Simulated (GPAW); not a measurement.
# Work function of H/Ti(0001) at several levels, part 2 of 2

How far do functional and basis move the work function of H/Ti(0001)?

GPAW 26.7.0; GPAW, PAW setups; slab in vacuum, relaxation (the session's first sound run).

So far, upper work function (eV): step 2 (relaxation, PBE, GPAW) 4.41; step 3 (the slab's potential, PBE, GPAW) 4.41; step 4 (self-consistent run: xc = "LDA") 4.73; step 5 (self-consistent run: xc = "revPBE") 4.28.

### 6. Self-consistent run: xc = "vdW-DF2"

The same geometry under vdW-DF2, to see how far the functional moves the levels against the vacuum (the van der Waals functionals take revPBE setups).

run.py

```python
import json
import numpy as np
from ase import Atoms
from gpaw import GPAW, PW

slab = Atoms(
    ['Ti', 'Ti', 'Ti', 'Ti', 'H'],
    positions=[
        [2.95000, 1.70318, 7.00000],
        [0.00000, 0.00000, 9.34230],
        [2.95000, 1.70318, 11.74787],
        [0.00000, -0.00000, 13.98267],
        [1.47500, 0.85159, 14.99570]],
    cell=[[2.95, 0.0, 0.0], [1.475, 2.55477, 0.0], [0.0, 0.0, 21.89135]],
    pbc=[True, True, False])

slab.calc = GPAW(mode=PW(500), xc='vdW-DF2', kpts={'size': (12, 12, 1), 'gamma': True},
                 occupations={'name': 'fermi-dirac', 'width': 0.1}, nbands='160%',
                 convergence={'density': 1e-05}, maxiter=200,
                 poissonsolver={'dipolelayer': 'xy'},
                 symmetry={'tolerance': 1e-3}, txt='slab.txt')
result = {}
energy = slab.get_potential_energy()
fermi = slab.calc.get_fermi_level()
v = slab.calc.get_electrostatic_potential().mean((0, 1)) - fermi
n = slab.calc.get_pseudo_density().mean((0, 1))
L = slab.cell[2, 2]
z = np.arange(len(v)) * L / len(v)
low, high = slab.positions[:, 2].min(), slab.positions[:, 2].max()
below, above = np.interp([low - 4.8, high + 4.8], z, v)
slopes = [np.interp(x, z, np.gradient(v, z)) for x in (low - 4.8, high + 4.8)]
eps = np.array([[slab.calc.get_eigenvalues(k, s) for k in range(len(slab.calc.get_ibz_k_points()))]
                for s in range(slab.calc.get_number_of_spins())]) - fermi
top, bottom = eps[eps < 0].max(), eps[eps > 0].min()
dipole = slab.get_dipole_moment()[2]
print(f'energy {energy:.4f} eV, Fermi level {fermi:.4f} eV, dipole {dipole:.5f} e A')
print(f'potential 4.8 A off the faces, from the Fermi level: lower {below:.4f} eV, upper {above:.4f} eV')
print(f'slope of the potential there: lower {slopes[0]:.5f}, upper {slopes[1]:.5f} eV/A')
print(f'nearest levels on the mesh: {top:.4f} and {bottom:.4f} eV')
print('magnetic moment', round(slab.get_magnetic_moment(), 3))
result.update(energy=energy, fermi=fermi, dipole=dipole, below=below, above=above, slopes=slopes, edges=[top, bottom],
              z=z.tolist(), v=v.tolist(), n=n.tolist(), positions=slab.positions.tolist(),
              forces=slab.get_forces(apply_constraint=False).tolist(), moments=slab.get_magnetic_moments().tolist())
json.dump(result, open('result.json', 'w'))
```

Launch:

```sh
OMP_NUM_THREADS=1 OPENBLAS_NUM_THREADS=1 python run.py
```

Log:

```text
energy -190.7539 eV, Fermi level 1.0882 eV, dipole -0.00720 e A
potential 4.8 A off the faces, from the Fermi level: lower 4.6094 eV, upper 4.7798 eV
slope of the potential there: lower -0.00435, upper 0.00010 eV/A
nearest levels on the mesh: -0.0082 and 0.0067 eV
magnetic moment 0.0
```

Elapsed: 2.2 min, on 1 thread of Arm Neoverse V1, shared host; peak memory 0.4 GiB.

This step gave:

| Item | Value |
| --- | --- |
| dipole along the normal | -0.007201 e·Å |
| levels nearest the Fermi level on the mesh | -0.008202, 0.006725 eV from the Fermi level |
| upper work function | 4.780 eV |
| lower work function | 4.609 eV |

The electrostatic potential energy of an electron (without an applied field's), less the Fermi level, planar mean oscillates, so the rows of the table below give means over windows of 1 Å about each position, cut where the curve ends. Its maxima inside the range that stand out by 2 % of the span (Å: eV): 8.2: -0.343, 10.6: -0.163, 12.9: -0.953. Its minima: 7.0: -19.5, 9.3: -19.3, 11.8: -19.3, 14.0: -19.2.

Electrostatic potential energy of an electron (without an applied field's), less the Fermi level, planar mean against z; means over each step:

z (Å), electrostatic potential energy of an electron (without an applied field's), less the Fermi level, planar mean (eV) and a bar from the least value:
```
        0        4.6 ##############################
        1        4.6 ##############################
        2        4.6 ##############################
        3        4.6 ##############################
        4        4.5 ##############################
        5        3.7 ############################
        6       -1.5 #####################
        7      -15.3 
        8       -2.4 ###################
        9      -12.3 #####
       10       -6.8 #############
       11       -5.2 ###############
       12      -13.5 ###
       13       -3.0 ##################
       14      -15.3 
       15       -2.5 ###################
       16        4.0 #############################
       17        4.7 ##############################
       18        4.8 ##############################
       19        4.8 ##############################
       20        4.8 ##############################
       21        4.8 ##############################
```

The upper face's work function is 4.780 eV, against 4.409 eV in the first plane-wave PBE run at this geometry.

### 7. Self-consistent run: xc = "RPBE"

The same geometry under RPBE, to see how far the functional moves the levels against the vacuum.

run.py, as its differences from that of step 6:

```diff
@@ -16,3 +16,3 @@
 
-slab.calc = GPAW(mode=PW(500), xc='vdW-DF2', kpts={'size': (12, 12, 1), 'gamma': True},
+slab.calc = GPAW(mode=PW(500), xc='RPBE', kpts={'size': (12, 12, 1), 'gamma': True},
                  occupations={'name': 'fermi-dirac', 'width': 0.1}, nbands='160%',
```

Log:

```text
energy -27.6204 eV, Fermi level 1.3776 eV, dipole 0.00107 e A
potential 4.8 A off the faces, from the Fermi level: lower 4.2946 eV, upper 4.2660 eV
slope of the potential there: lower -0.00318, upper -0.00001 eV/A
nearest levels on the mesh: -0.0095 and 0.0341 eV
magnetic moment 0.0
```

Run time: 1.7 min. Hardware: 1 thread; peak memory 0.25 GiB.

This step gave:

- dipole along the normal: 0.001065 e·Å
- levels nearest the Fermi level on the mesh: -0.009504, 0.03411 eV from the Fermi level
- upper work function: 4.266 eV
- lower work function: 4.295 eV

The electrostatic potential energy of an electron (without an applied field's), less the Fermi level, planar mean oscillates, so the rows of the table below give means over windows of 1 Å about each position, cut where the curve ends. Its maxima inside the range that stand out by 2 % of the span (Å: eV): 8.2: -0.311, 10.6: -0.177, 12.9: -0.939. Its minima: 7.0: -19.7, 9.3: -19.5, 11.8: -19.6, 14.0: -19.4.

The electrostatic potential energy of an electron (without an applied field's), less the Fermi level, planar mean by z; means over each step:

z (Å), electrostatic potential energy of an electron (without an applied field's), less the Fermi level, planar mean (eV) and a bar from the least value:
```
        0        4.3 ##############################
        1        4.3 ##############################
        2        4.3 ##############################
        3        4.3 ##############################
        4        4.2 ##############################
        5        3.5 #############################
        6       -1.8 #####################
        7      -15.6 
        8       -2.4 ####################
        9      -12.4 #####
       10       -6.9 #############
       11       -5.3 ###############
       12      -13.7 ###
       13       -3.0 ###################
       14      -15.4 
       15       -2.8 ###################
       16        3.5 #############################
       17        4.2 ##############################
       18        4.3 ##############################
       19        4.3 ##############################
       20        4.3 ##############################
       21        4.3 ##############################
```

The upper face's work function is 4.266 eV, against 4.409 eV in the first plane-wave PBE run at this geometry.

### 8. OptPBE vdW: xc = "optPBE-vdW"

The same geometry under optPBE-vdW, to see how far the functional moves the levels against the vacuum (the van der Waals functionals take revPBE setups).

run.py, as its differences from that of step 7:

```diff
@@ -16,3 +16,3 @@
 
-slab.calc = GPAW(mode=PW(500), xc='RPBE', kpts={'size': (12, 12, 1), 'gamma': True},
+slab.calc = GPAW(mode=PW(500), xc='optPBE-vdW', kpts={'size': (12, 12, 1), 'gamma': True},
                  occupations={'name': 'fermi-dirac', 'width': 0.1}, nbands='160%',
```

Log:

```text
energy -59.2467 eV, Fermi level 1.1464 eV, dipole -0.00269 e A
potential 4.8 A off the faces, from the Fermi level: lower 4.5454 eV, upper 4.6076 eV
slope of the potential there: lower -0.00475, upper 0.00007 eV/A
nearest levels on the mesh: -0.0069 and 0.0218 eV
magnetic moment 0.0
```

It took 2.2 min on 1 thread; peak memory 0.4 GiB.

Numbers from this step:

| Property | Result |
| --- | --- |
| dipole along the normal | -0.002688 e·Å |
| levels nearest the Fermi level on the mesh | -0.006851, 0.02184 eV from the Fermi level |
| upper work function | 4.608 eV |
| lower work function | 4.545 eV |

The upper face's work function is 4.608 eV, against 4.409 eV in the first plane-wave PBE run at this geometry.

### 9. Real-space grid: mode = "fd"

A real-space grid is a second complete basis, so it checks the plane-wave result.

run.py, as its differences from that of step 8:

```diff
@@ -3,3 +3,3 @@
 from ase import Atoms
-from gpaw import GPAW, PW
+from gpaw import GPAW
 
@@ -16,3 +16,3 @@
 
-slab.calc = GPAW(mode=PW(500), xc='optPBE-vdW', kpts={'size': (12, 12, 1), 'gamma': True},
+slab.calc = GPAW(mode='fd', h=0.18, xc='PBE', kpts={'size': (12, 12, 1), 'gamma': True},
                  occupations={'name': 'fermi-dirac', 'width': 0.1}, nbands='160%',
```

Log:

```text
energy -29.4839 eV, Fermi level -4.4074 eV, dipole -0.00026 e A
potential 4.8 A off the faces, from the Fermi level: lower 4.4031 eV, upper 4.4107 eV
slope of the potential there: lower -0.00247, upper 0.00005 eV/A
nearest levels on the mesh: -0.0084 and 0.0310 eV
magnetic moment 0.0
```

Wall time 6.3 min (1 thread); peak memory 0.76 GiB.

Numbers from this step:

| Quantity | Value |
| --- | --- |
| dipole along the normal | -2.58e-4 e·Å |
| levels nearest the Fermi level on the mesh | -0.008439, 0.03103 eV from the Fermi level |
| upper work function | 4.411 eV |
| lower work function | 4.403 eV |

The electrostatic potential energy of an electron (without an applied field's), less the Fermi level, planar mean oscillates, so the rows of the table below give means over windows of 1 Å about each position, cut where the curve ends. Its maxima inside the range that stand out by 2 % of the span (Å: eV): 8.2: -0.204, 10.6: -0.0670, 12.9: -0.832. Its minima: 7.0: -19.6, 9.3: -19.4, 11.8: -19.4, 14.0: -19.3.

Electrostatic potential energy of an electron (without an applied field's), less the Fermi level, planar mean against z; means over each step:

| z (Å) | electrostatic potential energy of an electron (without an applied field's), less the Fermi level, planar mean (eV) |
| --- | --- |
| 0 | 4.40 |
| 1 | 4.40 |
| 2 | 4.40 |
| 3 | 4.40 |
| 4 | 4.32 |
| 5 | 3.62 |
| 6 | -1.64 |
| 7 | -15.4 |
| 8 | -2.32 |
| 9 | -12.3 |
| 10 | -6.76 |
| 11 | -5.21 |
| 12 | -13.6 |
| 13 | -2.93 |
| 14 | -15.3 |
| 15 | -2.73 |
| 16 | 3.68 |
| 17 | 4.37 |
| 18 | 4.41 |
| 19 | 4.41 |
| 20 | 4.41 |
| 21 | 4.41 |

The upper face's work function is 4.411 eV, against 4.409 eV in the first plane-wave PBE run at this geometry.

### 10. Atomic orbitals: mode = "lcao"

Atom-centred orbitals end a few angstrom from the surface, which tests how much the density's tail matters.

run.py, as its differences from that of step 9:

```diff
@@ -16,4 +16,4 @@
 
-slab.calc = GPAW(mode='fd', h=0.18, xc='PBE', kpts={'size': (12, 12, 1), 'gamma': True},
-                 occupations={'name': 'fermi-dirac', 'width': 0.1}, nbands='160%',
+slab.calc = GPAW(mode='lcao', basis='dzp', h=0.18, xc='PBE', kpts={'size': (12, 12, 1), 'gamma': True},
+                 occupations={'name': 'fermi-dirac', 'width': 0.1}, nbands='120%',
                  convergence={'density': 1e-05}, maxiter=200,
```

Log:

```text
energy -28.8943 eV, Fermi level -4.4088 eV, dipole -0.00126 e A
potential 4.8 A off the faces, from the Fermi level: lower 4.3933 eV, upper 4.4242 eV
slope of the potential there: lower -0.00100, upper 0.00000 eV/A
nearest levels on the mesh: -0.0101 and 0.0307 eV
magnetic moment 0.0
```

The job ended after 17 min (1 thread; peak memory 0.37 GiB).

Numbers from this step:

* dipole along the normal: -0.001259 e·Å
* levels nearest the Fermi level on the mesh: -0.01015, 0.03074 eV from the Fermi level
* upper work function: 4.424 eV
* lower work function: 4.393 eV

The upper face's work function is 4.424 eV, against 4.409 eV in the first plane-wave PBE run at this geometry.

### 11. All levels side by side

Times are for 1 thread of Arm Neoverse V1, shared host. Results by setting:

| no. | run | upper work function (eV) | lower work function (eV) | time | memory (GiB) |
| --- | --- | --- | --- | --- | --- |
| 1 | pw | 4.409 | 4.405 | 1.8 min | 0.24 |
| 2 | LDA | 4.725 | 4.586 | 2 min | 0.25 |
| 3 | revPBE | 4.279 | 4.305 | 100 s | 0.24 |
| 4 | vdW DF2 | 4.780 | 4.609 | 2.2 min | 0.4 |
| 5 | RPBE | 4.266 | 4.295 | 1.7 min | 0.25 |
| 6 | optPBE vdW | 4.608 | 4.545 | 2.2 min | 0.4 |
| 7 | fd | 4.411 | 4.403 | 6.3 min | 0.76 |
| 8 | lcao | 4.424 | 4.393 | 17 min | 0.37 |

### 12. Side by side

Results and costs are gathered.

This step: comparison of work functions, dipole and cost (GPAW 26.7.0).

Ladder, by row:

```
      step  code  work function, upper (eV)  work function, lower (eV)  dipole (e Å)  wall time (s)  peak memory (GiB)  threads
        pw  GPAW                      4.409                      4.405      -3.05e-4          105.8               0.24        1
       LDA  GPAW                      4.725                      4.586     -0.005927          120.9               0.25        1
    revPBE  GPAW                      4.279                      4.305       9.55e-4          99.85               0.24        1
   vdW-DF2  GPAW                       4.78                      4.609     -0.007201          133.8                0.4        1
      RPBE  GPAW                      4.266                      4.295      0.001065          101.2               0.25        1
optPBE-vdW  GPAW                      4.608                      4.545     -0.002688          134.4                0.4        1
        fd  GPAW                      4.411                      4.403      -2.58e-4          377.7               0.76        1
      lcao  GPAW                      4.424                      4.393     -0.001259           1022               0.37        1
```

### 13. Outcome

| Property | Result |
| --- | --- |
| work function, both faces | 4.41 eV |
| dipole along the normal | -3.1e-4 e Å, near the numerical noise |

**Reading.** With plane waves and PBE the work function is 4.41 eV on the upper face and 4.40 eV on the lower. Over the sound runs of the table the upper face's work function spans 4.266 (RPBE) to 4.780 eV (vdW-DF2). The cell of 7.54 Å² holds one H, started on one chosen site; other sites and coverages weren't tried. The small printed dipole stands for a step of 7.3 meV from the lower to the upper face, and the probes find 4.1 meV; values this small are near the numerical noise of both. The runs had no spin polarisation, so a magnetic state, which thin layers of d-metal atoms can have, wasn't tested. The in-plane lattice was kept as typed, which isn't the functional's own and leaves some strain; spin-orbit coupling and temperature are left out.

[Logs are printed without paths, hosts, clocks, repeated set-up lines and the standing remarks that a program may print on its own settings, such as how far it seeks lower states.]

[Hosts, paths, dates, database ids (printed as entryN), source tags and the programs' standing remarks are cut or masked in the printed files.]
